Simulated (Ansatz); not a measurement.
## YGa2Cu2C, from a guessed structure to a relaxed one

Starting from a made-up structure for YGa2Cu2C, the aim is the relaxed cell, its shortest contacts and, where a second run follows, its electronic structure.

Method: DFT, PBEsol, plane-wave PAW, files of the set soft_1, scalar-relativistic, ferromagnetic start, cell and ions relaxed at zero pressure; PAW set soft_1, in the first sound run; inputs show where later runs differ, in Ansatz 0.2.0.

### 1. Set-up

Symmetry: I4/mmm, No. 139, tetragonal system. The conventional cell has a = 3.982 Å, b = 3.982 Å, c = 11.578 Å, α = 90.00°, β = 90.00°, γ = 90.00°. Nearest to Y lie 4 C at 2.82 Å. Nearest to Ga lie 1 C at 1.66 Å and 4 Cu at 2.34 Å. Nearest to Cu lie 4 Ga at 2.34 Å. Nearest to C lie 2 Ga at 1.66 Å and 4 Y at 2.82 Å. Farther neighbours are not listed.

### 2. Relaxing cell and atoms

The guess takes its coordinates from another compound and its volume from a rule, so the cell and any free coordinates are relaxed together.

Input file input.yaml:

```yaml
crystal:
  lattice:
    - [-1.991, 1.991, 5.789]
    - [1.991, -1.991, 5.789]
    - [1.991, 1.991, -5.789]
  atoms:
    - { symbol: "Y", position: [0.5, 0.5, 0.0] }
    - { symbol: Ga, position: [0.8565, 0.8565, 0.0] }
    - { symbol: Ga, position: [0.1435, 0.1435, 0.0] }
    - { symbol: Cu, position: [0.25, 0.75, 0.5], spin: 0.6 }
    - { symbol: Cu, position: [0.75, 0.25, 0.5], spin: 0.6 }
    - { symbol: C, position: [0.0, 0.0, 0.0] }
magnetization:
  spin_polarized: true
kpoints:
  mp_grid: { grid: [9, 9, 9] }
scf:
  occupations: { method: fermi_dirac, width: 0.05 }
hamiltonian:
  xc: pbesol
  pseudopotentials: { kind: paw, azcp: { folder: soft_1 }, xc_functional: pbe }
relax:
  f_tol: 0.015
  max_steps: 70
  cell: {}
output:
  forces: true
  stress: true
```

Launch:

```bash
$ ansatz run input.yaml --threads 4 --pin off --max-ram 10240MiB --backend cpu --events-out ev --progress --plain --runs-dir out
```

Numbers of over 12 decimals in the logs are rounded to 6 here.

The program printed:

```text
basis.fft_grid_basis auto: the FFT boxes are laid along the combinations [[1, 0, 1], [0, 1, 1], [0, 0, 1]] of the cell's own vectors, 3.982, 3.982 and 6.437 Å long. The dense box has 27×27×45 points. Along the cell's own vectors, as sized, it would have 45×45×45, 2.78 times as many. Of the 16 symmetry operations that the crystal satisfies within crystal.symmetry.tolerance (time reversal apart; of a slab, those that k [...]
Engine: ansatz 0.2.0, aarch64-unknown-linux-gnu
Pseudopotentials: kind: paw
Pseudopotential: Y, paw, valence charge 11, recommended cutoff 420 eV (normal), soft_1/Y.paw.azcp
Pseudopotential: Ga, paw, valence charge 13, recommended cutoff 420 eV (normal), soft_1/Ga.paw.azcp
Pseudopotential: Cu, paw, valence charge 19, recommended cutoff 420 eV (normal), soft_1/Cu.paw.azcp
Pseudopotential: C, paw, valence charge 4, recommended cutoff 420 eV (normal), soft_1/C.paw.azcp
Functional definition: PBEsol
  exchange = pbesol_x
  correlation = pbesol_c
Crystal: 6 atoms, lattice volume = 91.792 Å³
Basis set: ecut = 420 eV, 1831 PW (Γ), FFT grids on a1+a3, a2+a3, a3, exchange–correlation on 54×54×90 points (8 copies of the dense FFT grid, shifted against one another)
Bands: 49, of which v1, the nominal top of the filled ones, is band 40 counted from 1 (39 counted from 0)
Symmetry: 16 space group operations
Space group: I4/mmm (ITA 139), of the structure as read, at distance tolerance 4.5e-5 Å
Magnetic group: BNS 139.531 (UNI 1191), of the structure as read, at distance tolerance 4.5e-5 Å
k-points: 75 of 729
Non-local potential: Y, projectors of the file, l = 0: 3, l = 1: 2, l = 2: 2, l = 3: 1
Non-local potential: Ga, projectors of the file, l = 0: 2, l = 1: 2, l = 2: 3, l = 3: 1
Non-local potential: Cu, projectors of the file, l = 0: 3, l = 1: 2, l = 2: 3, l = 3: 1
Non-local potential: C, projectors of the file, l = 0: 2, l = 1: 2, l = 2: 1
PAW form: soft (Blöchl's): semilocal exchange-correlation on the pseudo side does not see the compensation charge
PAW frozen core: Y, regenerated for the run's functional, and the local potential with it (the file was generated under x = pbe(κ = 0.804, μ = 0.219515), c = pbe(β = 0.066725))
PAW frozen core: Ga, regenerated for the run's functional, and the local potential with it (the file was generated under x = pbe(κ = 0.804, μ = 0.219515), c = pbe(β = 0.066725))
PAW frozen core: Cu, regenerated for the run's functional, and the local potential with it (the file was generated under x = pbe(κ = 0.804, μ = 0.219515), c = pbe(β = 0.066725))
PAW frozen core: C, regenerated for the run's functional, and the local potential with it (the file was generated under x = pbe(κ = 0.804, μ = 0.219515), c = pbe(β = 0.066725))
PAW one-centre angular grid: Y, 590 points (default); XC on 64 Gauss nodes
PAW one-centre angular grid: Ga, 590 points (default); XC on 64 Gauss nodes
PAW one-centre angular grid: Cu, 590 points (default); XC on 64 Gauss nodes
PAW one-centre angular grid: C, 110 points (default); XC on 64 Gauss nodes
Initial density: superposition of atomic densities (chi_scale 0.1, normalization cell, long waves kept (reshape's long-wave potential 0.02 eV rms))
Starting moments: Σ|m| = 1.2 μB on 2 of 6 sites
Initial wavefunctions: pseudopotential atomic-orbital guess
Functional: x = pbesol(κ = 0.804, μ = 0.123457), c = pbesol(β = 0.046)
SCF iter   1: F=—  HF=-24712.875702 eV  |F-HF|=—  |Δ(HF+E_count)|=         —  Δρ=2.11e-1 (↑2.11e-1 ↓1.83e-1)  dr2=1.24e2  dr2_m=1.85e-1  M=0.692 μB ∫|m|=0.878 μB  β_m=0.30  ethr=3.10e-3  ⟨swp⟩=5.8  Hψ=24020  notcnv=0  defer=5
preconditioner: auto → Kerker (q_TF=auto, 2.661 Å⁻¹)  [metal: Δε(μ)=0.002 eV  Ē_g=12.090 eV  σ=0.050 eV  W_gap=0.01  n_scr=32 (ndim 8)  ℏωp=30.3 eV  f_vac=0.000  D(μ)=4.95/eV (n_scr^D=40)]
spin=Collinear: Kerker preconditioning applied to the charge; magnetization (m = ρ↑ − ρ↓) channel mixes plain (no charge-response kernel on spin).
SCF iter   2: F=—  HF=-24708.330776 eV  |F-HF|=—  |Δ(HF+E_count)|=    4.54e0  Δρ=1.13e-1 (↑4.34e-2 ↓1.13e-1)  dr2=1.06e1  dr2_m=1.20e0  M=0.052 μB ∫|m|=0.115 μB  β_m=0.30  ethr=3.10e-3  ⟨swp⟩=4.0  Hψ=20331  notcnv=0  defer=244
SCF iter   3: F=—  HF=-24704.205519 eV  |F-HF|=—  |Δ(HF+E_count)|=    4.13e0  Δρ=3.17e-2 (↑2.69e-2 ↓3.17e-2)  dr2=1.16e0  dr2_m=5.18e-1  M=0.097 μB ∫|m|=0.149 μB  β_m=0.30  ethr=3.10e-3  ⟨swp⟩=2.3  Hψ=15701  notcnv=0  defer=305
SCF iter   4: F=—  HF=-24704.068801 eV  |F-HF|=—  |Δ(HF+E_count)|=   1.37e-1  Δρ=3.39e-2 (↑3.39e-2 ↓8.27e-3)  dr2=9.12e-1  dr2_m=2.82e-1  M=0.078 μB ∫|m|=0.127 μB  β_m=0.30  ethr=1.47e-3  ⟨swp⟩=2.0  Hψ=15588  notcnv=0  defer=319
SCF iter   5: F=—  HF=-24704.038702 eV  |F-HF|=—  |Δ(HF+E_count)|=   3.01e-2  Δρ=3.05e-2 (↑5.71e-3 ↓3.05e-2)  dr2=5.12e-1  dr2_m=1.87e-1  M=0.032 μB ∫|m|=0.080 μB  β_m=0.30  ethr=1.15e-3  ⟨swp⟩=2.3  Hψ=10475  notcnv=0  defer=319
Mixer restart at iter 5: flushing history
spin-set hold released at iteration 5 (site moments contracting): the magnetisation degrees of freedom join the quasi-Newton model from the next iteration; the mixer history was flushed
SCF iter   6: F=—  HF=-24704.022253 eV  |F-HF|=—  |Δ(HF+E_count)|=   1.64e-2  Δρ=1.38e-2 (↑8.89e-3 ↓1.38e-2)  dr2=2.85e-2  dr2_m=9.96e-2  M=0.029 μB ∫|m|=0.066 μB  β_m=0.42  ethr=6.48e-4  ⟨swp⟩=2.0  Hψ=11602  notcnv=0  defer=316
SCF iter   7: F=—  HF=-24704.040952 eV  |F-HF|=—  |Δ(HF+E_count)|=   1.87e-2  Δρ=1.31e-2 (↑2.12e-3 ↓1.31e-2)  dr2=9.75e-2  dr2_m=3.66e-2  M=0.014 μB ∫|m|=0.041 μB  β_m=0.59  ethr=3.61e-5  ⟨swp⟩=2.0  Hψ=13651  notcnv=0  defer=318
SCF iter   8: F=—  HF=-24704.033646 eV  |F-HF|=—  |Δ(HF+E_count)|=   7.31e-3  Δρ=6.25e-4 (↑6.21e-4 ↓6.25e-4)  dr2=1.08e-3  dr2_m=1.76e-5  M=-0.002 μB ∫|m|=0.004 μB  β_m=0.61  ethr=3.61e-5  ⟨swp⟩=2.0  Hψ=10395  notcnv=0  defer=318
SCF iter   9: F=—  HF=-24704.035251 eV  |F-HF|=—  |Δ(HF+E_count)|=   1.60e-3  Δρ=7.47e-4 (↑7.47e-4 ↓3.92e-4)  dr2=6.11e-4  dr2_m=3.88e-5  M=-0.001 μB ∫|m|=0.004 μB  β_m=0.81  ethr=1.36e-6  ⟨swp⟩=2.0  Hψ=10724  notcnv=0  defer=318
SCF iter  10: F=—  HF=-24704.035714 eV  |F-HF|=—  |Δ(HF+E_count)|=   4.63e-4  Δρ=4.08e-4 (↑4.08e-4 ↓2.09e-4)  dr2=2.40e-4  dr2_m=2.44e-5  M=0.000 μB ∫|m|=0.002 μB  β_m=0.73  ethr=7.73e-7  ⟨swp⟩=2.0  Hψ=11243  notcnv=0  defer=318
SCF iter  11: F=—  HF=-24704.035659 eV  |F-HF|=—  |Δ(HF+E_count)|=   5.53e-5  Δρ=1.02e-4 (↑9.48e-5 ↓1.02e-4)  dr2=1.86e-5  dr2_m=5.68e-8  M=-0.000 μB ∫|m|=0.000 μB  β_m=0.61  ethr=3.03e-7  ⟨swp⟩=2.0  Hψ=11169  notcnv=0  defer=318
[...]
relax step   8: F+E_penalty+E_count = -24706.57141486 eV  Δ(F+E_penalty+E_count) = +1.636e-5 eV  max|allowed force component| = 2.367e-3 eV/Å  Δτ_max = 0.0001 Å  P = -0.004 GPa  Ω = 90.606 Å³  energy of the carried Pulay correction = +6.158e-4 eV  (9 SCF iters, dr2 threshold 2.66e-8 eV, accepted)
relax step   9: F+E_penalty+E_count = -24706.65440957 eV  Δ(F+E_penalty+E_count) = -8.299e-2 eV  max|allowed force component| = 3.462e-2 eV/Å  Δτ_max = 0.0000 Å  P = +1.320 GPa  Ω = 90.606 Å³  stress off target by 3.76e0 GPa  SCF on the basis re-selected at this cell (its energy is not comparable with the rows above)  (13 SCF iters)
relax step  10: F+E_penalty+E_count = -24706.66900308 eV  Δ(F+E_penalty+E_count) = -1.459e-2 eV  max|allowed force component| = 2.208e-2 eV/Å  Δτ_max = 0.0059 Å  P = +0.370 GPa  Ω = 91.115 Å³  energy of the carried Pulay correction = -2.673e-4 eV  (9 SCF iters, dr2 threshold 6.00e-7 eV, accepted)
relax step  11: F+E_penalty+E_count = -24706.66998548 eV  Δ(F+E_penalty+E_count) = -9.824e-4 eV  max|allowed force component| = 2.563e-3 eV/Å  Δτ_max = 0.0012 Å  P = -0.014 GPa  Ω = 91.349 Å³  energy of the carried Pulay correction = -3.877e-4 eV  (6 SCF iters, dr2 threshold 6.00e-7 eV, accepted)
iter 1 solved again at ethr=4.36e-8 eV; its pass at ethr=3.10e-3 eV (dr2=3.44e-5 eV) is discarded
SCF iter   1: F=—  HF=-24706.670166 eV  |F-HF|=—  |Δ(HF+E_count)|=         —  Δρ=3.20e-4 (↑3.20e-4 ↓3.20e-4)  dr2=8.17e-6  dr2_m=8.36e-11  M=0.000 μB ∫|m|=0.000 μB  β_m=0.30  ethr=4.36e-8  ⟨swp⟩=3.3  Hψ=44742  notcnv=0
preconditioner: auto → Kerker (q_TF=auto, 2.663 Å⁻¹)  [metal: Δε(μ)=0.139 eV  Ē_g=13.241 eV  σ=0.050 eV  W_gap=0.45  n_scr=34 (ndim 8)  ℏωp=30.3 eV  f_vac=0.000  D(μ)=0.87/eV (n_scr^D=2)]
spin=Collinear: Kerker preconditioning applied to the charge; magnetization (m = ρ↑ − ρ↓) channel mixes plain (no charge-response kernel on spin).
SCF iter   2: F=—  HF=-24706.670291 eV  |F-HF|=—  |Δ(HF+E_count)|=   1.25e-4  Δρ=2.26e-4 (↑2.26e-4 ↓2.26e-4)  dr2=4.17e-6  dr2_m=4.33e-11  M=0.000 μB ∫|m|=0.000 μB  β_m=0.65  ethr=1.03e-8  ⟨swp⟩=1.0  Hψ=7350  notcnv=0
SCF iter   3: F=—  HF=-24706.670411 eV  |F-HF|=—  |Δ(HF+E_count)|=   1.20e-4  Δρ=1.78e-5 (↑1.78e-5 ↓1.77e-5)  dr2=4.32e-7  dr2_m=5.45e-13  M=0.000 μB ∫|m|=0.000 μB  β_m=0.53  ethr=5.28e-9  ⟨swp⟩=2.4  Hψ=10120  notcnv=0
SCF iter   4: F=—  HF=-24706.670411 eV  |F-HF|=—  |Δ(HF+E_count)|=   4.12e-8  Δρ=7.08e-6 (↑7.06e-6 ↓7.08e-6)  dr2=1.57e-7  dr2_m=1.22e-13  M=0.000 μB ∫|m|=0.000 μB  β_m=0.46  ethr=5.47e-10  ⟨swp⟩=2.0  Hψ=13030  notcnv=0
SCF iter   5: F=—  HF=-24706.670411 eV  |F-HF|=—  |Δ(HF+E_count)|=   2.30e-8  Δρ=2.77e-6 (↑2.76e-6 ↓2.77e-6)  dr2=2.52e-8  dr2_m=7.39e-14  M=0.000 μB ∫|m|=0.000 μB  β_m=0.52  ethr=1.99e-10  ⟨swp⟩=1.9  Hψ=7783  notcnv=0
SCF iter   6: F=—  HF=-24706.670411 eV  |F-HF|=—  |Δ(HF+E_count)|=   8.35e-9  Δρ=5.76e-7 (↑5.76e-7 ↓5.75e-7)  dr2=5.12e-9  dr2_m=2.09e-14  M=0.000 μB ∫|m|=0.000 μB  β_m=0.76  ethr=3.20e-11  ⟨swp⟩=1.4  Hψ=7437  notcnv=0
SCF iter   7: F=—  HF=-24706.670415 eV  |F-HF|=—  |Δ(HF+E_count)|=   4.29e-6  Δρ=3.63e-7 (↑3.63e-7 ↓3.61e-7)  dr2=9.56e-10  dr2_m=3.57e-15  M=0.000 μB ∫|m|=0.000 μB  β_m=0.78  ethr=6.48e-12  ⟨swp⟩=2.0  Hψ=12098  notcnv=0
SCF iter   8: F=—  HF=-24706.670415 eV  |F-HF|=—  |Δ(HF+E_count)|=  1.46e-10  Δρ=2.00e-7 (↑1.99e-7 ↓2.00e-7)  dr2=2.08e-10  dr2_m=7.56e-17  M=0.000 μB ∫|m|=0.000 μB  β_m=0.88  ethr=1.21e-12  ⟨swp⟩=2.0  Hψ=9720  notcnv=0
SCF iter   9: F=—  HF=-24706.670415 eV  |F-HF|=—  |Δ(HF+E_count)|=  1.46e-11  Δρ=1.68e-7 (↑1.68e-7 ↓1.67e-7)  dr2=8.09e-11  dr2_m=4.38e-17  M=-0.000 μB ∫|m|=0.000 μB  β_m=0.94  ethr=1.00e-12  ⟨swp⟩=3.5  Hψ=18368  notcnv=0
SCF iter  10: F=-24706.670415 eV  HF=-24706.670415 eV  |F-HF|=3.64e-12  |Δ(HF+E_count)|=  3.64e-12  Δρ=1.81e-8 (↑1.81e-8 ↓1.80e-8)  dr2=1.52e-12  dr2_m=3.06e-17  M=-0.000 μB ∫|m|=0.000 μB  ethr=1.00e-12  ⟨swp⟩=3.0  Hψ=17562  notcnv=0
the starting moments were not kept: the SCF closed with an absolute magnetisation of 7.4e-9 μB, where they sum to 1.2 μB in size (2 sites). That is at most 0.1 of that sum. Measured as dr2_m measures the in/out step, that magnetisation stands 8.4e-18 eV from none, at or under the dr2_threshold of 6.0e-11 eV: it is no larger than a step whose dr2_m would equal this threshold.
SCF 12 converged in 10 iterations: F = -24706.670415 eV  dr2 = 1.52e-12
relax step  12: F+E_penalty+E_count = -24706.67041533 eV  Δ(F+E_penalty+E_count) = -4.298e-4 eV  max|allowed force component| = 2.562e-3 eV/Å  Δτ_max = 0.0000 Å  P = -0.011 GPa  Ω = 91.349 Å³  stress off target by 3.80e-2 GPa  SCF on the basis re-selected at this cell (its energy is not comparable with the rows above)  (10 SCF iters)
basis re-selected at this cell: Δ(F+E_penalty+E_count) = -4.298e-4 eV, ΔP = +0.003 GPa vs the last step (what re-selecting the basis moved, of the pressure what is left beyond the Pulay correction that the steps carried, after the strain that the cell walked since its last selection, with what the two solves' SCF thresholds leave and, on support functions, any second-order correction that the steps lacked; it is no m [...]
SCF converged after 10 iterations
Magnetization: -0.0000 μB (39.5000 up, 39.5000 down)
Absolute magnetization: 0.0000 μB (∫|ρ↑−ρ↓|, with the PAW one-centre terms)
Spin contamination: 0.0000 ħ² per cell (⟨S²⟩ above its minimum at these occupations)
Per-site moments (μB) at R_I (Å): [(-6.222017743285214e-10, 1.041674), (-4.2707925366346666e-11, 0.789965), (-4.270804106675396e-11, 0.789965), (-3.21635952274737e-10, 1.007419), (-3.216363498725806e-10, 1.007419), (2.2833595560547054e-9, 0.789965)]
Free energy (F): -24706.670415 eV
Harris-Foulkes:  -24706.670415 eV  (|F-HF|=3.64e-12)
Internal energy: -24706.662943 eV  (E = F + TS)
E sigma→0 (E₀):  -24706.666679 eV
Entropy (-TS):   -0.007472 eV (-1.245 meV/atom)
Fermi energy:    12.371113 eV
--- Per-component energies (eV) ---
  E_band       = -972.050955
  E_kinetic    = 1153.117250
  E_local      = -16390.558141  (includes V_loc(G=0)·N_el)
  E_nonlocal   = 1646.681282
  E_hartree    = 7754.629480
  E_xc         = -490.069749
  E_vxc        = -556.924076  (∫ρ·V_xc dr)
  E_paw        = -10317.023018  (= ΣΔE_a)
  E_vpaw       = -2333.627626  (= ΣTr[D̂ρ^β])
  E_aug_tail   = 0.001439  (compensation charges beyond the density's cutoff)
  E_ewald      = -8065.749725
  E_core_change = 2.308237  (= ΣΔE_core)
  E_smearing   = -0.007472  (= −TS)
  E_closure    = -0.000000  (closes the sum)
  Σ components = -24706.670415   (vs F -24706.670415, Δ=0.00e0)
--- Forces (eV/Å), atoms counted from 1 ---
  atom   1  Y     -0.00000000    -0.00000000     0.00000000
  atom   2  Ga    -0.00000000    -0.00000000    -0.00256155
  atom   3  Ga     0.00000000     0.00000000     0.00256155
  atom   4  Cu    -0.00000000     0.00000000     0.00000000
  atom   5  Cu     0.00000000     0.00000000    -0.00000000
  atom   6  C      0.00000000     0.00000000    -0.00000000
  max |Σ_I F_I| component: 6.78e-18 eV/Å
--- Stress (GPa, compression-positive) ---
       -0.035216      -0.000000       0.000000
       -0.000000      -0.035216       0.000000
        0.000000      -0.000000       0.037968
  P = ⅓ Tr σ = -0.0108 GPa (-0.108 kbar)
--- Relaxed structure (10 steps of the walk, 10 accepted, 2 SCFs on fresh bases) ---
  F+E_penalty+E_count = -24706.67041533 eV   max|allowed force component| = 2.562e-3 eV/Å   (the final SCF, on the basis selected at the relaxed cell)
  cell:  # Å, volume = 91.3490 Å³
    - [-1.785636, 1.785636, 7.162386]
    - [1.785636, -1.785636, 7.162386]
    - [1.785636, 1.785636, -7.162386]
  atoms:
    - { symbol: Y, position: [0.5, 0.5, 0] }
    - { symbol: Ga, position: [0.866311, 0.866311, 0] }
    - { symbol: Ga, position: [0.133689, 0.133689, 0] }
    - { symbol: Cu, position: [0.250000, 0.75, 0.500000] }
    - { symbol: Cu, position: [0.75, 0.250000, 0.500000] }
    - { symbol: C, position: [-6.742317880372803e-19, -6.742317880372804e-19, 0] }
```

Wall time 2.6 min (4 threads of Arm Neoverse V1, shared host); peak memory 0.8 GiB.

The steps of the relaxation:

```csv
step,energy less that of the first step (eV),largest force component (eV/Å),pressure (GPa),volume (Å³)
1,0.0000,5.3776,11.96,91.79
2,-1.0758,2.2318,6.05,93.04
3,-1.7741,0.4123,2.68,93.21
4,-2.2406,0.0050,1.48,92.13
5,-2.5064,0.1628,0.93,90.69
6,-2.5296,0.1317,-0.83,90.89
7,-2.5358,0.0014,0.10,90.53
8,-2.5358,0.0024,0.00,90.61
9*,-2.6187,0.0346,1.32,90.61
10,-2.6333,0.0221,0.37,91.11
11,-2.6343,0.0026,-0.01,91.35
12*,-2.6348,0.0026,-0.01,91.35
```

Relaxation steps marked * repeat the geometry before them on a plane-wave basis chosen anew for their cell, so energy and pressure can jump there.

The run keeps the 16 symmetry operations that it works with, so distortions that break them were not tested.

```csv
cell as run,before,after,change
a (Å),6.437,7.595,+18.0 %
b (Å),6.437,7.595,+18.0 %
c (Å),6.437,7.595,+18.0 %
α (°),143.97,152.80,+6.1 %
β (°),143.97,152.80,+6.1 %
γ (°),51.88,38.84,-25.1 %
volume (Å³/atom),15.30,15.22,-0.5 %
```

The atoms that moved most (Å, as changes of fractional coordinates times the final cell):

```csv
atom,dx,dy,dz,length
Ga2,0.000,0.000,0.141,0.141
Ga3,0.000,0.000,-0.141,0.141
```

This step gave:

```
free energy             : -24706.6704 eV
energy at zero smearing : -24706.6667 eV
smearing term TS        : 0.007472 eV
Fermi energy            : 12.37 eV
electrons               : 79
symmetry operations     : 16
pressure                : -0.01082 GPa
```

The shortest distance of each pair, which need not be the same contact before and after:

```csv
pair,guess (Å),relaxed (Å)
C–Ga,1.661,1.915
Cu–Ga,2.342,2.442
C–Y,2.816,2.525
Cu–Cu,2.816,2.525
Ga–Y,3.269,3.169
```

The relaxation ends with a largest force component of 0.0026 eV/Å and a pressure of -0.01 GPa. No moment survives the cycle: this start ends non-magnetic.

(Continued in part 2 of 2.)

[Logs are printed without paths, hosts, clocks, repeated set-up lines and the standing remarks that a program may print on its own settings, such as how far it seeks lower states.]

[Hosts, paths, dates, database ids (printed as entryN), source tags and the programs' standing remarks are cut or masked in the printed files.]
